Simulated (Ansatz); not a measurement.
# Rb3Br2F: complex band structure

Aim: relax a made-up compound, Rb3Br2F, and see how good a tunnel barrier it would be. It is built by putting F for Cl in the Rb3Br2Cl structure of space group I4/mmm, with the volume rescaled by atomic radii. The parent structure comes from the Materials Project.

Calculated with Ansatz 0.2.0; PBE DFT, plane waves, PAW files, in the first sound run; inputs show where later runs differ.

The structure was built from a prototype and need not be the compound's stable phase.

### 1. Starting point

Symmetry: I4/mmm, No. 139, tetragonal system. Conventional cell: a = 4.747 Å, b = 4.747 Å, c = 20.096 Å, α = 90.00°, β = 90.00°, γ = 90.00°. Nearest to Rb lie 1 F at 3.29 Å and 5 Br at 3.36 to 3.41 Å. Nearest to Rb lie 2 Br at 3.35 Å and 4 F at 3.36 Å. Nearest to Br lie 6 Rb at 3.35 to 3.41 Å. Nearest to F lie 6 Rb at 3.29 to 3.36 Å. It derives from Rb3Br2Cl. F for Cl in the Rb3Br2Cl structure of space group I4/mmm. Farther neighbours and most contacts between anions are not listed.

### 2. Cell and atoms at rest

The substituted atoms don't fit the parent's cell, so cell and atoms relax together. A small smearing keeps the run stable in case the gap closes on the way.

input.yaml

```yaml
crystal:
  lattice:
    - [-2.3737237597, 2.3737237597, 10.0478951377]
    - [2.3737237597, -2.3737237597, 10.0478951377]
    - [2.3737237597, 2.3737237597, -10.0478951377]
  atoms:
    - { symbol: Rb, position: [0.66363652, 0.66363652, 0.0] }
    - { symbol: Rb, position: [0.0, 0.0, 0.0] }
    - { symbol: Rb, position: [0.33636348, 0.33636348, 0.0] }
    - { symbol: Br, position: [0.8330996, 0.8330996, 0.0] }
    - { symbol: Br, position: [0.1669004, 0.1669004, 0.0] }
    - { symbol: F, position: [0.5, 0.5, 0.0] }
kpoints:
  mp_grid: { grid: [6, 6, 6] }
scf:
  occupations: { method: gaussian, width: 0.03 }
hamiltonian:
  xc: pbe
output:
  forces: true
  stress: true
relax:
  f_tol: 0.02
  max_steps: 60
  cell: {}
```

Command:

```bash
ansatz run input.yaml --threads 2 --pin off --max-ram 4096MiB --backend cpu --events-out ev --progress --plain --runs-dir out
```

Numbers of over 12 decimals in the logs are rounded to 6 here.

The program printed:

```text
basis.fft_grid_basis auto: the FFT boxes are laid along the combinations [[1, 0, 1], [0, 1, 1], [0, 0, 1]] of the cell's own vectors, 4.747, 4.747 and 10.594 Å long. The dense box has 32×32×72 points. Along the cell's own vectors, as sized, it would have 72×72×72, 5.06 times as many. Of the 16 symmetry operations that the crystal satisfies within crystal.symmetry.tolerance (time reversal apart; of a slab, those that  [...]
Engine: ansatz 0.2.0, x86_64-unknown-linux-gnu
Pseudopotentials: kind: paw
Pseudopotential: Rb, paw, valence charge 9, recommended cutoff 420 eV (normal), Rb.paw.azcp
Pseudopotential: Br, paw, valence charge 7, recommended cutoff 420 eV (normal), Br.paw.azcp
Pseudopotential: F, paw, valence charge 7, recommended cutoff 420 eV (normal), F.paw.azcp
Functional definition: PBE
  parameter kappa = 0.804
  parameter beta = 0.066725
  exchange = pbe_x(kappa = kappa, mu = beta*pi^2/3)
  correlation = pbe_c(beta = beta)
Crystal: 6 atoms, lattice volume = 226.462 Å³
Basis set: ecut = 420 eV, 4393 PW (Γ), FFT grids on a1+a3, a2+a3, a3, exchange–correlation on 64×64×144 points (8 copies of the dense FFT grid, shifted against one another)
Bands: 30, of which v1, the nominal top of the filled ones, is band 24 counted from 1 (23 counted from 0)
Symmetry: 16 space group operations
Space group: I4/mmm (ITA 139), of the structure as read, at distance tolerance 6.1e-5 Å
k-points: 30 of 216
Non-local potential: Rb, projectors of the file, l = 0: 3, l = 1: 2, l = 2: 2
Non-local potential: Br, projectors of the file, l = 0: 2, l = 1: 2, l = 2: 2
Non-local potential: F, projectors of the file, l = 0: 2, l = 1: 2, l = 2: 1
PAW form: soft (Blöchl's): semilocal exchange-correlation on the pseudo side does not see the compensation charge
PAW one-centre angular grid: Rb, 110 points (default); XC on 64 Gauss nodes
PAW one-centre angular grid: Br, 110 points (default); XC on 64 Gauss nodes
PAW one-centre angular grid: F, 110 points (default); XC on 64 Gauss nodes
Initial density: superposition of atomic densities (neutral atoms: chi_scale 0, normalization atom), corrected by the library's trained network
Initial wavefunctions: pseudopotential atomic-orbital guess
Functional: x = pbe(κ = 0.804, μ = 0.219515), c = pbe(β = 0.066725)
SCF iter   1: F=—  HF=-16185.796604 eV  |F-HF|=—  |Δ(HF+E_count)|=         —  Δρ=2.27e-3  dr2=2.87e-2  ethr=1.77e-3  ⟨swp⟩=12.7  Hψ=5353  notcnv=0
preconditioner: auto → Resta (q_TF=auto, 2.107 Å⁻¹)  ε∞=2.7  [insulator: Δε(μ)=3.803 eV  Ē_g=12.018 eV  σ=0.030 eV  W_gap=1.00  n_scr=42 (ndim 8)  ℏωp=15.6 eV  f_vac=0.131  D(μ)=0.00/eV (n_scr^D=0)  ε∞_Penn≈2.7]
SCF iter   2: F=—  HF=-16185.790008 eV  |F-HF|=—  |Δ(HF+E_count)|=   6.60e-3  Δρ=1.74e-3  dr2=6.71e-3  ethr=5.97e-5  ⟨swp⟩=3.0  Hψ=2008  notcnv=0  defer=38
SCF iter   3: F=—  HF=-16185.788384 eV  |F-HF|=—  |Δ(HF+E_count)|=   1.62e-3  Δρ=4.10e-4  dr2=2.36e-3  ethr=1.40e-5  ⟨swp⟩=2.0  Hψ=1562  notcnv=0  defer=38
SCF iter   4: F=—  HF=-16185.787407 eV  |F-HF|=—  |Δ(HF+E_count)|=   9.77e-4  Δρ=1.90e-4  dr2=2.63e-4  ethr=4.92e-6  ⟨swp⟩=2.5  Hψ=1226  notcnv=0  defer=38
SCF iter   5: F=—  HF=-16185.787334 eV  |F-HF|=—  |Δ(HF+E_count)|=   7.30e-5  Δρ=5.49e-5  dr2=1.24e-5  ethr=5.48e-7  ⟨swp⟩=2.2  Hψ=1264  notcnv=0  defer=38
SCF iter   6: F=—  HF=-16185.787495 eV  |F-HF|=—  |Δ(HF+E_count)|=   1.61e-4  Δρ=9.01e-6  dr2=2.07e-7  ethr=2.58e-8  ⟨swp⟩=2.0  Hψ=1426  notcnv=0  defer=38
SCF iter   7: F=-16185.787495 eV  HF=-16185.787495 eV  |F-HF|=1.20e-8  |Δ(HF+E_count)|=   4.11e-7  Δρ=1.51e-6  dr2=9.12e-9  ethr=2.08e-10  ⟨swp⟩=5.0  Hψ=3693  notcnv=0
SCF 1 converged in 7 iterations: F = -16185.787495 eV  dr2 = 9.12e-9
  greatest PAW one-centre occupation: 0.973 electrons in one spin orbital (limit 2), on the Rb atom at site 2 (counted from 0), in its partial waves of l = 0
relax step   1: F+E_penalty+E_count = -16185.78749518 eV  Δ(F+E_penalty+E_count) = +0.000e0 eV  max|allowed force component| = 3.382e-1 eV/Å  Δτ_max = 0.0000 Å  P = +0.151 GPa  Ω = 226.462 Å³  (7 SCF iters, dr2 threshold 1.00e-7 eV, accepted)
Crystal: 6 atoms, lattice volume = 225.546 Å³
Basis set: ecut = 420 eV, 4401 PW (Γ), FFT grids on a1+a3, a2+a3, a3, exchange–correlation on 64×64×144 points (8 copies of the dense FFT grid, shifted against one another)
Initial density: handed on by an earlier stage of this run
Initial wavefunctions: those handed on with the density
iter 1 solved again at ethr=5.81e-4 eV; its pass at ethr=3.10e-3 eV (dr2=2.79e-1 eV) is discarded
SCF iter   1: F=—  HF=-16185.963645 eV  |F-HF|=—  |Δ(HF+E_count)|=         —  Δρ=6.73e-3  dr2=2.79e-1  ethr=5.81e-4  ⟨swp⟩=1.2  Hψ=5523  notcnv=0
preconditioner: auto → Resta (q_TF=auto, 2.108 Å⁻¹)  ε∞=2.7  [insulator: Δε(μ)=4.063 eV  Ē_g=12.014 eV  σ=0.030 eV  W_gap=1.00  n_scr=42 (ndim 8)  ℏωp=15.6 eV  f_vac=0.122  D(μ)=0.00/eV (n_scr^D=0)  ε∞_Penn≈2.7]
SCF iter   2: F=—  HF=-16185.884412 eV  |F-HF|=—  |Δ(HF+E_count)|=   7.92e-2  Δρ=2.31e-3  dr2=2.38e-2  ethr=5.81e-4  ⟨swp⟩=3.1  Hψ=1683  notcnv=0
SCF iter   3: F=—  HF=-16185.877858 eV  |F-HF|=—  |Δ(HF+E_count)|=   6.55e-3  Δρ=7.54e-4  dr2=1.31e-3  ethr=4.96e-5  ⟨swp⟩=3.1  Hψ=1688  notcnv=0
SCF iter   4: F=—  HF=-16185.877945 eV  |F-HF|=—  |Δ(HF+E_count)|=   8.71e-5  Δρ=7.77e-4  dr2=9.23e-4  ethr=2.72e-6  ⟨swp⟩=2.0  Hψ=1681  notcnv=0  defer=1
SCF iter   5: F=—  HF=-16185.877735 eV  |F-HF|=—  |Δ(HF+E_count)|=   2.09e-4  Δρ=1.09e-4  dr2=3.76e-5  ethr=1.92e-6  ⟨swp⟩=2.0  Hψ=1570  notcnv=0  defer=1
SCF iter   6: F=—  HF=-16185.878025 eV  |F-HF|=—  |Δ(HF+E_count)|=   2.90e-4  Δρ=2.42e-5  dr2=3.14e-6  ethr=7.83e-8  ⟨swp⟩=2.2  Hψ=1313  notcnv=0  defer=1
SCF iter   7: F=-16185.878026 eV  HF=-16185.878026 eV  |F-HF|=8.50e-8  |Δ(HF+E_count)|=   7.47e-7  Δρ=5.30e-6  dr2=1.09e-7  ethr=1.25e-9  ⟨swp⟩=5.0  Hψ=3716  notcnv=0
SCF 2 converged in 7 iterations: F = -16185.878026 eV  dr2 = 1.09e-7
relax step   2: F+E_penalty+E_count = -16185.87802593 eV  Δ(F+E_penalty+E_count) = -9.053e-2 eV  max|allowed force component| = 1.517e-1 eV/Å  Δτ_max = 0.1769 Å  P = -0.040 GPa  Ω = 225.546 Å³  energy of the carried Pulay correction = +3.292e-4 eV  (7 SCF iters, dr2 threshold 6.00e-7 eV, accepted)
Crystal: 6 atoms, lattice volume = 222.104 Å³
Basis set: ecut = 420 eV, 4305 PW (Γ), FFT grids on a1+a3, a2+a3, a3, exchange–correlation on 64×64×144 points (8 copies of the dense FFT grid, shifted against one another)
iter 1 solved again at ethr=4.68e-4 eV; its pass at ethr=3.10e-3 eV (dr2=2.24e-1 eV) is discarded
SCF iter   1: F=—  HF=-16185.974387 eV  |F-HF|=—  |Δ(HF+E_count)|=         —  Δρ=6.30e-3  dr2=2.38e-1  ethr=4.68e-4  ⟨swp⟩=1.3  Hψ=5600  notcnv=0
preconditioner: auto → Resta (q_TF=auto, 2.114 Å⁻¹)  ε∞=2.7  [insulator: Δε(μ)=3.866 eV  Ē_g=12.023 eV  σ=0.030 eV  W_gap=1.00  n_scr=42 (ndim 8)  ℏωp=15.8 eV  f_vac=0.111  D(μ)=0.00/eV (n_scr^D=0)  ε∞_Penn≈2.7]
SCF iter   2: F=—  HF=-16185.908006 eV  |F-HF|=—  |Δ(HF+E_count)|=   6.64e-2  Δρ=2.28e-3  dr2=2.24e-2  ethr=4.68e-4  ⟨swp⟩=3.1  Hψ=1671  notcnv=0
SCF iter   3: F=—  HF=-16185.901876 eV  |F-HF|=—  |Δ(HF+E_count)|=   6.13e-3  Δρ=7.36e-4  dr2=1.21e-3  ethr=4.67e-5  ⟨swp⟩=3.1  Hψ=1717  notcnv=0
SCF iter   4: F=—  HF=-16185.901999 eV  |F-HF|=—  |Δ(HF+E_count)|=   1.24e-4  Δρ=7.77e-4  dr2=8.99e-4  ethr=2.52e-6  ⟨swp⟩=2.0  Hψ=1676  notcnv=0  defer=1
SCF iter   5: F=—  HF=-16185.901804 eV  |F-HF|=—  |Δ(HF+E_count)|=   1.95e-4  Δρ=1.00e-4  dr2=3.04e-5  ethr=1.87e-6  ⟨swp⟩=2.0  Hψ=1591  notcnv=0  defer=1
SCF iter   6: F=—  HF=-16185.902005 eV  |F-HF|=—  |Δ(HF+E_count)|=   2.01e-4  Δρ=2.34e-5  dr2=2.45e-6  ethr=6.34e-8  ⟨swp⟩=2.1  Hψ=1286  notcnv=0  defer=1
SCF iter   7: F=-16185.902007 eV  HF=-16185.902007 eV  |F-HF|=7.98e-8  |Δ(HF+E_count)|=   1.46e-6  Δρ=4.52e-6  dr2=6.19e-8  ethr=1.25e-9  ⟨swp⟩=5.0  Hψ=3719  notcnv=0
SCF 3 converged in 7 iterations: F = -16185.902007 eV  dr2 = 6.19e-8
relax step   3: F+E_penalty+E_count = -16185.90200700 eV  Δ(F+E_penalty+E_count) = -2.398e-2 eV  max|allowed force component| = 9.594e-2 eV/Å  Δτ_max = 0.1840 Å  P = +0.181 GPa  Ω = 222.104 Å³  energy of the carried Pulay correction = +1.578e-3 eV  (7 SCF iters, dr2 threshold 6.00e-7 eV, accepted)
[...]
relax step   4: F+E_penalty+E_count = -16185.90762535 eV  Δ(F+E_penalty+E_count) = -5.618e-3 eV  max|allowed force component| = 1.205e-2 eV/Å  Δτ_max = 0.0634 Å  P = -0.024 GPa  Ω = 225.274 Å³  energy of the carried Pulay correction = +4.272e-4 eV  (6 SCF iters, dr2 threshold 5.75e-7 eV, accepted)
[...]
relax step   5: F+E_penalty+E_count = -16185.90765464 eV  Δ(F+E_penalty+E_count) = -2.929e-5 eV  max|allowed force component| = 1.212e-2 eV/Å  Δτ_max = 0.0000 Å  P = -0.025 GPa  Ω = 225.274 Å³  stress off target by 5.78e-2 GPa  SCF on the basis re-selected at this cell (its energy is not comparable with the rows above)  (7 SCF iters)
[...]
relax step   6: F+E_penalty+E_count = -16185.90795138 eV  Δ(F+E_penalty+E_count) = -2.967e-4 eV  max|allowed force component| = 4.325e-3 eV/Å  Δτ_max = 0.0080 Å  P = +0.007 GPa  Ω = 224.868 Å³  energy of the carried Pulay correction = +1.437e-4 eV  (6 SCF iters, dr2 threshold 8.35e-9 eV, accepted)
iter 1 solved again at ethr=5.10e-7 eV; its pass at ethr=3.10e-3 eV (dr2=2.45e-4 eV) is discarded
SCF iter   1: F=—  HF=-16185.907764 eV  |F-HF|=—  |Δ(HF+E_count)|=         —  Δρ=6.22e-6  dr2=2.06e-8  ethr=5.10e-7  ⟨swp⟩=4.1  Hψ=8346  notcnv=0
eigensolver tolerance schedule: the retry pair's looser diagonalisation over-reported the residual by 11900.62 of it (diagonalisation noise at an unbounded share of the residual, at the tolerance the schedule requests for it); recorded, not acted on — ethr = c·dr2/N_el stays at c = 1.0e-1
preconditioner: auto → Resta (q_TF=auto, 2.109 Å⁻¹)  ε∞=2.7  [insulator: Δε(μ)=4.088 eV  Ē_g=12.032 eV  σ=0.030 eV  W_gap=1.00  n_scr=42 (ndim 8)  ℏωp=15.7 eV  f_vac=0.120  D(μ)=0.00/eV (n_scr^D=0)  ε∞_Penn≈2.7]
SCF iter   2: F=—  HF=-16185.907834 eV  |F-HF|=—  |Δ(HF+E_count)|=   6.98e-5  Δρ=3.14e-6  dr2=7.69e-9  ethr=4.29e-11  ⟨swp⟩=4.0  Hψ=2628  notcnv=0
SCF iter   3: F=—  HF=-16185.907834 eV  |F-HF|=—  |Δ(HF+E_count)|=   6.24e-9  Δρ=1.48e-6  dr2=3.41e-9  ethr=1.60e-11  ⟨swp⟩=2.0  Hψ=1429  notcnv=0
SCF iter   4: F=—  HF=-16185.907834 eV  |F-HF|=—  |Δ(HF+E_count)|=   2.05e-9  Δρ=6.43e-7  dr2=7.40e-10  ethr=7.10e-12  ⟨swp⟩=2.0  Hψ=1417  notcnv=0
SCF iter   5: F=—  HF=-16185.907834 eV  |F-HF|=—  |Δ(HF+E_count)|=  3.35e-10  Δρ=2.28e-7  dr2=1.38e-10  ethr=1.54e-12  ⟨swp⟩=2.1  Hψ=1069  notcnv=0
SCF iter   6: F=-16185.907834 eV  HF=-16185.907834 eV  |F-HF|=7.28e-12  |Δ(HF+E_count)|=  7.64e-11  Δρ=5.88e-8  dr2=9.42e-12  ethr=1.00e-12  ⟨swp⟩=5.0  Hψ=3537  notcnv=0
SCF 7 converged in 6 iterations: F = -16185.907834 eV  dr2 = 9.42e-12
relax step   7: F+E_penalty+E_count = -16185.90783429 eV  Δ(F+E_penalty+E_count) = +1.171e-4 eV  max|allowed force component| = 4.313e-3 eV/Å  Δτ_max = 0.0000 Å  P = +0.006 GPa  Ω = 224.868 Å³  stress off target by 1.08e-2 GPa  SCF on the basis re-selected at this cell (its energy is not comparable with the rows above)  (6 SCF iters)
basis re-selected at this cell: Δ(F+E_penalty+E_count) = +1.171e-4 eV, ΔP = -0.001 GPa vs the last step (what re-selecting the basis moved, of the pressure what is left beyond the Pulay correction that the steps carried, after the strain that the cell walked since its last selection, with what the two solves' SCF thresholds leave and, on support functions, any second-order correction that the steps lacked; it is no m [...]
SCF converged after 6 iterations
Free energy (F): -16185.907834 eV
Harris-Foulkes:  -16185.907834 eV  (|F-HF|=7.28e-12)
Internal energy: -16185.907834 eV  (E = F + TS)
E sigma→0 (E₀):  -16185.907834 eV
Fermi energy:    3.081291 eV
--- Per-component energies (eV) ---
  E_band       = -348.438578
  E_kinetic    = 1052.902350
  E_local      = -2948.918495  (includes V_loc(G=0)·N_el)
  E_nonlocal   = 732.978367
  E_hartree    = 869.085485
  E_xc         = -1003.871816
  E_vxc        = -724.224544  (∫ρ·V_xc dr)
  E_paw        = -12547.096029  (= ΣΔE_a)
  E_vpaw       = -199.349277  (= ΣTr[D̂ρ^β])
  E_aug_tail   = 0.002042  (compensation charges beyond the density's cutoff)
  E_ewald      = -2340.989737
  E_smearing   = -0.000000  (= −TS)
  E_closure    = 0.000000  (closes the sum)
  Σ components = -16185.907834   (vs F -16185.907834, Δ=0.00e0)
--- Forces (eV/Å), atoms counted from 1 ---
  atom   1  Rb     0.00000000     0.00000000    -0.00074734
  atom   2  Rb    -0.00000000    -0.00000000     0.00000000
  atom   3  Rb    -0.00000000     0.00000000     0.00074734
  atom   4  Br    -0.00000000    -0.00000000    -0.00431292
  atom   5  Br     0.00000000     0.00000000     0.00431292
  atom   6  F      0.00000000    -0.00000000     0.00000000
  max |Σ_I F_I| component: 6.51e-19 eV/Å
--- Stress (GPa, compression-positive) ---
        0.003731      -0.000000       0.000000
       -0.000000       0.003731      -0.000000
        0.000000      -0.000000       0.010843
  P = ⅓ Tr σ = 0.0061 GPa (0.061 kbar)
--- Relaxed structure (5 steps of the walk, 5 accepted, 2 SCFs on fresh bases) ---
  F+E_penalty+E_count = -16185.90783429 eV   max|allowed force component| = 4.313e-3 eV/Å   (the final SCF, on the basis selected at the relaxed cell)
  cell:  # Å, volume = 224.8681 Å³
    - [-2.398497, 2.398497, 9.772137]
    - [2.398497, -2.398497, 9.772137]
    - [2.398497, 2.398497, -9.772137]
  atoms:
    - { symbol: Rb, position: [0.648435, 0.648435, 0] }
    - { symbol: Rb, position: [1.1509697319379054e-19, 1.150969731937989e-19, 0] }
    - { symbol: Rb, position: [0.351565, 0.351565, 0] }
    - { symbol: Br, position: [0.831927, 0.831927, 0] }
    - { symbol: Br, position: [0.168073, 0.168073, 0] }
    - { symbol: F, position: [0.5, 0.5, 0] }
```

Wall time 25 s (2 threads of Intel Xeon 6975P-C (Granite Rapids), shared host); peak memory 0.59 GiB.

The steps of the relaxation:

```csv
step,energy less that of the first step (eV),largest force component (eV/Å),pressure (GPa),volume (Å³)
1,0.0000,0.3382,0.15,226.46
2,-0.0905,0.1517,-0.04,225.55
3,-0.1145,0.0959,0.18,222.10
4,-0.1201,0.0120,-0.02,225.27
5*,-0.1202,0.0121,-0.02,225.27
6,-0.1205,0.0043,0.01,224.87
7*,-0.1203,0.0043,0.01,224.87
```

Relaxation steps marked * repeat the geometry before them on a plane-wave basis chosen anew for their cell, so energy and pressure can jump there.

The run keeps the 16 symmetry operations that it works with, so distortions that break them were not tested.

```csv
"conventional cell, symmetrised",before,after,change
a (Å),4.747,4.797,+1.0 %
b (Å),4.747,4.797,+1.0 %
c (Å),20.096,19.544,-2.7 %
volume (Å³/atom),37.74,37.48,-0.7 %
```

The atoms that moved most (Å, as changes of fractional coordinates times the final cell):

```csv
atom,dx,dy,dz,length
Rb1,0.000,0.000,-0.297,0.297
Rb3,0.000,0.000,0.297,0.297
Br5,0.000,0.000,0.023,0.023
Br4,0.000,0.000,-0.023,0.023
```

The relaxed structure:

```xyz
6
Lattice="-2.3985 2.3985 9.7721 2.3985 -2.3985 9.7721 2.3985 2.3985 -9.7721" Properties=species:S:1:pos:R:3 pbc="T T T"
Rb    0.0000    0.0000   12.6732
Rb    0.0000    0.0000    0.0000
Rb    0.0000    0.0000    6.8711
Br    0.0000    0.0000   16.2594
Br    0.0000    0.0000    3.2849
F     0.0000    0.0000    9.7721
```

Numbers from this step:

```yaml
free_energy: -16185.9078 eV
fermi_energy: 3.081 eV
pressure: 0.006101 GPa
```

The largest force component on a free atom ends at 0.0043 eV/Å.

### 3. Band edges

The energy window and the wavevectors of the next steps follow from the band edges, so these are searched first, off the mesh as well.

input.yaml

```yaml
crystal:
  lattice:
    - [-2.3984967542, 2.3984967542, 9.7721368585]
    - [2.3984967542, -2.3984967542, 9.7721368585]
    - [2.3984967542, 2.3984967542, -9.7721368585]
  atoms:
    - { symbol: Rb, position: [0.6484349851, 0.6484349851, 0.0] }
    - { symbol: Rb, position: [0.0, 0.0, 0.0] }
    - { symbol: Rb, position: [0.3515650149, 0.3515650149, 0.0] }
    - { symbol: Br, position: [0.8319268187, 0.8319268187, 0.0] }
    - { symbol: Br, position: [0.1680731813, 0.1680731813, 0.0] }
    - { symbol: F, position: [0.5, 0.5, 0.0] }
kpoints:
  mp_grid: { grid: [8, 8, 8] }
  band_path: { path: [VBM, CBM], npoints: 30 }
scf:
  occupations: { method: fixed }
hamiltonian:
  xc: pbe
output:
  eigenvalues: true
  write_potential: true
  write_density: true
  volumetric_format: npy
```

The program printed:

```text
[...]
Crystal: 6 atoms, lattice volume = 224.868 Å³
Basis set: ecut = 420 eV, 4421 PW (Γ), FFT grids on a1−a2, a2, a1+a3
Bands: 30, of which v1, the nominal top of the filled ones, is band 24 counted from 1 (23 counted from 0)
Symmetry: 16 space group operations
[...]
k-points: 59 of 512
[...]
SCF iter   1: F=—  HF=-16185.912705 eV  |F-HF|=—  |Δ(HF+E_count)|=         —  Δρ=1.57e-3  dr2=1.10e-2  ethr=1.77e-3  ⟨swp⟩=5.7  Hψ=7388  notcnv=0  defer=147
[...]
SCF iter   7: F=-16185.908123 eV  HF=-16185.908123 eV  |F-HF|=1.73e-8  |Δ(HF+E_count)|=   2.54e-7  Δρ=2.68e-6  dr2=2.31e-8  ethr=2.08e-10  ⟨swp⟩=13.9  Hψ=10328  notcnv=0
SCF 1 converged in 7 iterations: F = -16185.908123 eV  dr2 = 2.31e-8
[...]
NSCF: frozen V_eff on 30 k-points
[...]
SCF converged after 7 iterations
Free energy (F): -16185.908123 eV
[...]
Internal energy: -16185.908123 eV  (E = F + TS)
E sigma→0 (E₀):  -16185.908123 eV
Fermi energy:    1.037184 eV
[...]
--- Band table (eV; the first three rows and the last of 59) ---
  k-point 0: bands = [... 20 lower, 0.8734, 0.9259, 1.0372, 1.0372, 5.1252, 7.0372, 7.0423, 7.2215, ... 2 higher]
  k-point 1: bands = [... 20 lower, 0.7778, 0.8099, 0.9592, 0.9951, 5.5366, 7.3173, 7.4332, 7.5023, ... 2 higher]
  k-point 2: bands = [... 20 lower, 0.5818, 0.6835, 0.9064, 0.9143, 6.4123, 7.5606, 7.8921, 7.9005, ... 2 higher]
  k-point 58: bands = [... 20 lower, 0.8865, 0.8865, 1.0214, 1.0214, 5.6485, 6.1495, 6.7363, 7.5906, ... 2 higher]
```

Run time: 9.7 s. Hardware: 2 threads; peak memory 0.68 GiB; 19 s of CPU time.

In the SCF lines HF is the Harris–Foulkes energy and dr2 the Hartree energy of the density residual, in eV; the loop may stop once dr2 is under the threshold and the program's other checks hold. Hψ counts applications of the Hamiltonian.

This step gave:

```yaml
free_energy: -16185.9081 eV
fermi_energy: 1.037 eV
gap_on_the_k_mesh: 4.088 eV
gap_on_path: 4.088 eV, by band count; negative where bands overlap
direct_gap_on_path: 4.088 eV
edge_places_on_path: 0, 0 1/A along the path
```

Levels at VBM (eV): -0.75, -0.66, -0.55, -0.55, -0.16, -0.16, -0.11, 0.00, 0.00, 4.09, 6.00, 6.01, 6.18, 6.40, 7.55.

The searched edges give 4.09 eV, as on the mesh.

[end of part 1 of 2]

[Logs are printed without paths, hosts, clocks, repeated set-up lines and the standing remarks that a program may print on its own settings, such as how far it seeks lower states.]

[Hosts, paths, dates, database ids (printed as entryN), source tags and the programs' standing remarks are cut or masked in the printed files.]
